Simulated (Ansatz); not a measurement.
# A hypothetical structure for Cu2BiPb2, part 2 of 2

Starting from a made-up structure for Cu2BiPb2, the aim is the relaxed cell, its shortest contacts and, where a second run follows, its electronic structure.

Ansatz 0.2.0; DFT, PBEsol, plane-wave PAW, files of the set soft_1, scalar-relativistic, ferromagnetic start, cell and ions relaxed at zero pressure; PAW set soft_1 (the session's first sound run).

So far: The starting structure; Relaxing cell and atoms. The relaxed cell has a = 3.393, c = 19.960 Å (conventional setting).

## 3. Bands of the relaxed cell

A second self-consistent run takes a narrower smearing and the mesh shown in its input; the bands follow along the standard path of the relaxed lattice.

This step: DFT, PBEsol, plane-wave PAW, files of the set soft_1, scalar-relativistic, no spin, bands and density of states at the relaxed cell; PAW set soft_1 (Ansatz 0.2.0).

input.yaml

```yaml
crystal:
  lattice:
    - [-1.6965346686, 1.6965346686, 9.9798047058]
    - [1.6965346686, -1.6965346686, 9.9798047058]
    - [1.6965346686, 1.6965346686, -9.9798047058]
  atoms:
    - { symbol: Bi, position: [0.0, 0.0, 0.0] }
    - { symbol: Pb, position: [0.366822399, 0.366822399, 0.0] }
    - { symbol: Pb, position: [0.633177601, 0.633177601, 0.0] }
    - { symbol: Cu, position: [0.25, 0.75, 0.5] }
    - { symbol: Cu, position: [0.75, 0.25, 0.5] }
kpoints:
  mp_grid: { grid: [12, 12, 12] }
  band_path:
    path:
      - [[0.0, 0.0, 0.0], [0.0, 0.0, 0.5], [-0.01444945, 0.01444945, 0.5], [-0.25722473, 0.25722473, 0.25722473], [0.0, 0.0, 0.0], [0.5, 0.5, -0.5], [0.25722473, 0.74277527, -0.25722473], [0.0, 0.5, 0.0], [0.25, 0.25, 0.25], [0.5, 0.5, -0.01444945], [0.5, 0.5, -0.5]]
      - [[0.0, 0.0, 0.5], [0.25, 0.25, 0.25]]
    npoints: 7
scf:
  occupations: { method: fermi_dirac, width: 0.03 }
  n_extra_bands: 9
hamiltonian:
  xc: pbesol
  pseudopotentials: { kind: paw, azcp: { folder: soft_1 }, xc_functional: pbe }
output:
  forces: true
  stress: true
  write_bands: true
  dos: { projected: true }
  write_density: true
  write_potential: true
  elf: true
  volumetric_format: npy
```

Launch:

```bash
$ ansatz run input.yaml --threads 4 --pin off --max-ram 8192MiB --backend cpu --events-out ev --progress --plain --runs-dir out
```

Numbers of over 12 decimals in the logs are rounded to 6 here.

Output:

```text
basis.fft_grid_basis auto: the FFT boxes are laid along the combinations [[1, -1, 0], [0, 1, 0], [1, 0, 1]] of the cell's own vectors, 4.799, 10.264 and 3.393 Å long. The dense box has 36×72×24 points. Along the cell's own vectors, as sized, it would have 72×72×72, 6.00 times as many. Of the 16 symmetry operations that the crystal satisfies within crystal.symmetry.tolerance (time reversal apart; of a slab, those that [...]
[...]
Crystal: 5 atoms, lattice volume = 114.897 Å³
Basis set: ecut = 420 eV, 2241 PW (Γ), FFT grids on a1−a2, a2, a1+a3, exchange–correlation on 72×144×48 points (8 copies of the dense FFT grid, shifted against one another)
Bands: 50, of which v1, the nominal top of the filled ones, is band 41 counted from 1 (40 counted from 0)
Symmetry: 16 space group operations
[...]
k-points: 163 of 1728
[...]
SCF iter   1: F=—  HF=-48937.899120 eV  |F-HF|=—  |Δ(HF+E_count)|=         —  Δρ=4.06e-2  dr2=1.96e1  ethr=3.10e-3  ⟨swp⟩=8.9  Hψ=36108  notcnv=0  defer=3
[...]
SCF iter  11: F=-48935.290918 eV  HF=-48935.290918 eV  |F-HF|=1.49e-8  |Δ(HF+E_count)|=   6.03e-8  Δρ=3.14e-6  dr2=1.98e-8  ethr=1.23e-10  ⟨swp⟩=17.4  Hψ=60668  notcnv=0
SCF 1 converged in 11 iterations: F = -48935.290918 eV  dr2 = 1.98e-8
[...]
NSCF: frozen V_eff on 79 k-points
SCF converged after 11 iterations
Free energy (F): -48935.290918 eV
[...]
Internal energy: -48935.282514 eV  (E = F + TS)
E sigma→0 (E₀):  -48935.286716 eV
Entropy (-TS):   -0.008404 eV (-1.681 meV/atom)
Fermi energy:    12.197112 eV
[...]
--- Forces (eV/Å), atoms counted from 1 ---
  atom   1  Bi     0.00000000     0.00000000     0.00000000
  atom   2  Pb     0.00000000     0.00000000     0.05470442
  atom   3  Pb     0.00000000     0.00000000    -0.05470442
  atom   4  Cu     0.00000000     0.00000000     0.00000000
  atom   5  Cu     0.00000000     0.00000000     0.00000000
  max |Σ_I F_I| component: 1.39e-17 eV/Å
--- Stress (GPa, compression-positive) ---
        0.413478       0.000000       0.000000
        0.000000       0.413478      -0.000000
        0.000000       0.000000      -0.568352
  P = ⅓ Tr σ = 0.0862 GPa (0.862 kbar)
--- Band table (eV; the first three rows and the last of 163) ---
  k-point 0: bands = [... 37 lower, 11.0128, 14.5614, 14.5614, 14.6694, 15.5270, 15.5270, 16.3018, 18.0570, ... 5 higher]
  k-point 1: bands = [... 37 lower, 10.8093, 13.6662, 13.7344, 13.9976, 14.8220, 15.4842, 16.1835, 16.9927, ... 5 higher]
  k-point 2: bands = [... 37 lower, 10.2914, 12.2714, 12.5190, 12.8619, 13.6545, 14.9498, 14.9804, 15.3536, ... 5 higher]
  k-point 162: bands = [... 37 lower, 11.1214, 12.0023, 14.3701, 14.3701, 16.2672, 16.2672, 16.9981, 16.9981, ... 5 higher]
```

The job ended after 23 s (4 threads of Intel Xeon Platinum 8259CL at 2.50GHz (Skylake/Cascade Lake), shared host; peak memory 0.98 GiB; 90 s of CPU time).

This step gave:

```yaml
free_energy: -48935.2909 eV
energy_at_zero_smearing: -48935.2867 eV
smearing_term_ts: 0.008404 eV
fermi_energy: 12.20 eV
pressure: 0.08620 GPa
```

bands.tsv at the labelled points (eV, zero at the Fermi level; the bands that come nearest the Fermi level along the path):

```tsv
point	band 38	band 39	band 40	band 41	band 42	band 43	band 44	band 45
Γ	-1.18	2.36	2.36	2.47	3.33	3.33	4.10	5.86
X	-2.06	-1.64	-0.87	-0.68	-0.67	-0.53	0.00	0.15
Y	-2.06	-1.63	-0.84	-0.81	-0.57	-0.55	0.00	0.16
S	-2.50	-2.31	-1.94	-0.23	0.82	3.33	3.48	4.41
Γ	-1.18	2.36	2.36	2.47	3.33	3.33	4.10	5.86
Z	-1.08	-0.19	2.17	2.17	4.07	4.07	4.80	4.80
S1	-2.50	-2.31	-1.94	-0.23	0.82	3.33	3.48	4.41
N	-2.48	-2.36	-1.35	-1.02	1.27	2.46	4.42	4.49
P	-2.06	-1.23	-1.23	-0.89	-0.65	-0.15	-0.15	0.14
Y1	-2.06	-1.63	-0.84	-0.81	-0.57	-0.55	0.00	0.16
Z	-1.08	-0.19	2.17	2.17	4.07	4.07	4.80	4.80
X	-2.06	-1.64	-0.87	-0.68	-0.67	-0.53	0.00	0.15
P	-2.06	-1.23	-1.23	-0.89	-0.65	-0.15	-0.15	0.14
```

Force by atom:

```tsv
atom	x (eV/Å)	y (eV/Å)	z (eV/Å)	size
Bi1	0.0000	0.0000	0.0000	0.0000
Pb2	0.0000	0.0000	0.0547	0.0547
Pb3	0.0000	0.0000	-0.0547	0.0547
Cu4	0.0000	0.0000	0.0000	0.0000
Cu5	0.0000	0.0000	0.0000	0.0000
```

ELF in the ab plane of the cell as run, not the conventional one, at fractional z = 0.000, with atoms of Bi and Pb within 0.2 Å of it. It is the smooth field of the valence electrons, not physical close to the nuclei.

Values, 13 rows by 16 columns, each cell a mean:
```
0.19 0.24 0.39 0.25 0.20 0.25 0.25 0.26 0.25 0.25 0.22 0.14 0.11 0.15 0.33 0.36
0.39 0.29 0.35 0.39 0.25 0.30 0.35 0.32 0.28 0.27 0.26 0.21 0.11 0.07 0.12 0.29
0.23 0.36 0.41 0.42 0.35 0.24 0.37 0.41 0.35 0.30 0.27 0.27 0.22 0.12 0.08 0.12
0.19 0.23 0.28 0.35 0.37 0.27 0.24 0.39 0.24 0.20 0.31 0.27 0.27 0.24 0.16 0.13
0.22 0.30 0.32 0.26 0.24 0.23 0.17 0.23 0.38 0.14 0.09 0.30 0.27 0.27 0.25 0.22
0.25 0.28 0.38 0.41 0.34 0.20 0.13 0.10 0.20 0.37 0.21 0.13 0.33 0.28 0.26 0.25
0.25 0.27 0.31 0.37 0.29 0.37 0.25 0.11 0.09 0.16 0.33 0.36 0.36 0.36 0.27 0.26
0.25 0.26 0.27 0.31 0.22 0.09 0.33 0.31 0.13 0.12 0.17 0.26 0.37 0.40 0.31 0.25
0.19 0.23 0.26 0.27 0.30 0.22 0.05 0.31 0.33 0.17 0.24 0.27 0.25 0.28 0.30 0.24
0.13 0.12 0.20 0.26 0.27 0.28 0.29 0.21 0.39 0.31 0.23 0.36 0.39 0.33 0.25 0.19
0.16 0.09 0.09 0.17 0.25 0.27 0.27 0.33 0.40 0.40 0.28 0.29 0.41 0.41 0.39 0.31
0.37 0.20 0.09 0.09 0.16 0.25 0.26 0.27 0.28 0.33 0.32 0.23 0.33 0.39 0.25 0.33
0.27 0.39 0.23 0.12 0.13 0.19 0.25 0.25 0.26 0.25 0.23 0.20 0.19 0.35 0.34 0.17
```
Columns run along a (10.3 Å), rows up along b (10.3 Å). Atoms in or near the plane, at fractional coordinates: Bi at (0.00, 0.00), Pb at (0.37, 0.37), Pb at (0.63, 0.63).

Valence density in the ab plane of the cell as run, not the conventional one, at fractional z = 0.000, with atoms of Bi and Pb within 0.2 Å of it. It is the smooth field of the valence electrons, not physical close to the nuclei.

Ten even steps from '_' (0.0 e/Å³) to '@' (7.7 e/Å³), each cell a mean:
```
@@@@++..______________________________________________..++
==####==..______________________________________________..
__::==++--..______________________________________________
____..::::..______________________________________________
________....______________......__________________________
__________________________..--==::..______________________
____________________________::++**==..____________________
______________________________--**%%**::__________________
________________________________--##@@##--________________
__________________________________::**@@##--______________
__________....______________________::++**++::____________
__________..::--..____________________..--==--..__________
____________::==++--..____________________..::..__________
______________--**##++::______________________..__________
______________..--##@@**::________________________________
__________________--##@@**::______________________________
____________________::**##++::____________________________
______________________..==++==..__________________________
________________________..::--::..________________________
____________________________......____________......______
________________________________________________::----..__
________________________________________________..==**++::
==..______________________________________________..++%%%%
@@++..______________________________________________::**@@
```
Columns run along a (10.3 Å), rows up along b (10.3 Å). Atoms in or near the plane, at fractional coordinates: Bi at (0.00, 0.00), Pb at (0.37, 0.37), Pb at (0.63, 0.63).

Electrostatic potential energy in the ab plane of the cell as run, not the conventional one, at fractional z = 0.000, with atoms of Bi and Pb within 0.2 Å of it. With pseudopotentials it is smooth inside the atoms' cores, unlike the true potential.

Ten even steps from '_' (-34 eV) to '@' (16 eV), each cell a mean:
```
______--##@@@@@@@@@@@@@@@@@@@@%%@@@@@@@@@@@@@@@@@@@@##--__
________==%%@@@@@@@@@@@@@@@@@@@@@@@@@@@@@@@@@@@@@@@@@@%%==
++..______++%%@@@@@@%%%%%%%%@@@@@@@@@@@@@@@@@@@@@@@@@@@@%%
@@##==..__::**%%@@@@%%##**++##%%@@@@@@@@@@@@@@@@@@@@@@@@@@
@@@@%%**====++##@@@@@@%%++::::==##%%@@@@@@@@@@@@@@@@@@@@@@
@@@@@@@@%%######%%@@@@@@##--____..++%%@@@@@@@@@@@@@@@@@@@@
@@@@@@@@@@@@%%%%%%@@@@@@%%**..__....--##@@@@@@@@@@@@@@@@@@
@@@@@@@@@@@@@@@@@@@@@@@@@@%%**....::..::**@@@@@@@@@@@@@@@@
@@@@%%%%%%%%@@@@@@@@@@@@@@@@%%**....::....**%%@@@@@@@@@@@@
@@@@%%%%######%%@@@@@@@@@@@@@@@@**::..::....**%%@@@@@@@@@@
@@@@@@%%**----++%%@@@@@@@@@@@@@@@@##--....__..**%%@@@@%%@@
%%@@@@@@##--__..--**%%@@@@@@@@@@@@@@%%==..____::##@@@@@@%%
%%%%@@@@%%**..____..==%%@@@@@@@@@@@@@@%%**--..::++%%@@@@@@
@@@@@@@@@@%%++........--##@@@@@@@@@@@@@@@@%%**==++##%%@@@@
@@@@@@@@@@@@%%++....::..::**@@@@@@@@@@@@@@@@@@%%####%%@@@@
@@@@@@@@@@@@@@%%++....::....**@@@@@@@@@@@@@@@@@@@@%%%%@@@@
@@@@@@@@@@@@@@@@%%**::....__..**@@@@@@@@@@@@@@@@@@@@@@@@@@
@@@@@@@@@@@@@@@@@@@@##--..____::##@@@@@@%%%%%%%%%%@@@@@@@@
@@@@@@@@@@@@@@@@@@@@@@%%++::__..==%%@@@@@@%%******%%@@@@@@
@@@@@@@@@@@@@@@@@@@@@@@@%%##++--==**%%@@@@%%##==::--**%%@@
@@@@@@@@@@@@@@@@@@@@@@@@@@@@%%##**##%%@@@@@@%%++..__..--##
**%%@@@@@@@@@@@@@@@@@@@@@@@@@@@@%%%%%%@@@@@@@@##--______..
__==%%@@@@@@@@@@@@@@@@@@@@%%@@@@@@@@@@@@@@@@@@@@##--______
____--%%@@@@@@@@@@@@@@@@@@%%%%@@@@@@@@@@@@@@@@@@@@##::____
```
Columns run along a (10.3 Å; values clipped at the 3rd and 97th percentile), rows up along b (10.3 Å). Atoms in or near the plane, at fractional coordinates: Bi at (0.00, 0.00), Pb at (0.37, 0.37), Pb at (0.63, 0.63).

## 4. Results

| Item | Value |
| --- | --- |
| space group, relaxed | I4/mmm |
| conventional cell | a = 3.393, b = 3.393, c = 19.960 Å; α = 90.0°, β = 90.0°, γ = 90.0° |
| volume per atom | 22.98 Å³ (guess 23.24) |
| total moment | 0.00 μB in the cell of 5 atoms |

What this shows: Cu2BiPb2 relaxes to I4/mmm with a = 3.393, b = 3.393 and c = 19.960 Å. The guessed volume was near the relaxed one. The space group I4/mmm was held in the relaxation, so the end point is a stationary structure within it and may be a saddle against distortions or other arrangements. The moments died out from this one start and weren't seeded again at the relaxed cell. Bands cross the Fermi level, so it is a metal or semimetal at this level. The electron count is odd, which forces that without spin polarisation or a larger cell. On the 12×12×12 mesh with the narrower smearing (relaxed on 8×8×8) the largest force component is 0.055 eV/Å and the largest stress component is 0.568 GPa, against the relaxation's thresholds of 0.015 eV/Å and 0.05 GPa. The cutoff wasn't tested. A vector of the cell changed its length by 63 %, so the starting arrangement is largely lost and the mesh was laid for another shape. Spin-orbit coupling is left out, which can matter for elements this heavy. No dispersion term is used, so weakly bound directions may come out too long. Nothing here tests whether the compound is stable against decomposition.

[Logs are printed without paths, hosts, clocks, repeated set-up lines and the standing remarks that a program may print on its own settings, such as how far it seeks lower states.]

[Hosts, paths, dates, database ids (printed as entryN), source tags and the programs' standing remarks are cut or masked in the printed files.]
